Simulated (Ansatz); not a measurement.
Entries from a set of simulations; values are calculated unless marked as measured.

## BiOBr (P4/nmm): spin-orbit coupling beyond the local functionals

The structure is tetragonal, space group P4/nmm (No. 129). The conventional cell has a = 3.916 Å, b = 3.916 Å, c = 8.077 Å, α = 90.00°, β = 90.00°, γ = 90.00°. Nearest to Bi lie 4 O at 2.32 Å and 4 Br at 3.18 Å. Nearest to Br lie 4 Bi at 3.18 Å. O has 4 Bi at 2.32 Å nearest. Farther neighbours and most contacts between anions are not listed.

| Item | Value |
| --- | --- |
| method | DFT, HSE06 with spin-orbit coupling, plane waves, PAW (and 1 further level or step) |
| program | Ansatz 0.2.0 |
| settings of one run | cutoff 420 eV, 4×4×2 k-mesh, default PAW |
| cost | 2 runs, 4.9 min in all on 4 threads of Arm Neoverse V1, shared host (the runs of this entry) |
| notes | The database entry behind the starting cell differs from later determinations by our own check (0.1 to 0.3 % short, probably kX units). The cell and positions come from the Crystallography Open Database and are kept as given unless a step says otherwise. |
| HSE06 | 3.04 eV |
| HSE06+SOC | 2.68 eV |

Spin-orbit coupling changes the gap by −0.36 eV and the least direct gap by −0.42 eV.

[Runs of the session that timed out or met a known fault of the program may be left out.]

[Cells called generated may have been cut or substituted from an entry of the Crystallography Open Database or the Materials Project.]

[Hosts, paths, dates, database ids (printed as entryN), source tags and the programs' standing remarks are cut or masked in the printed files.]
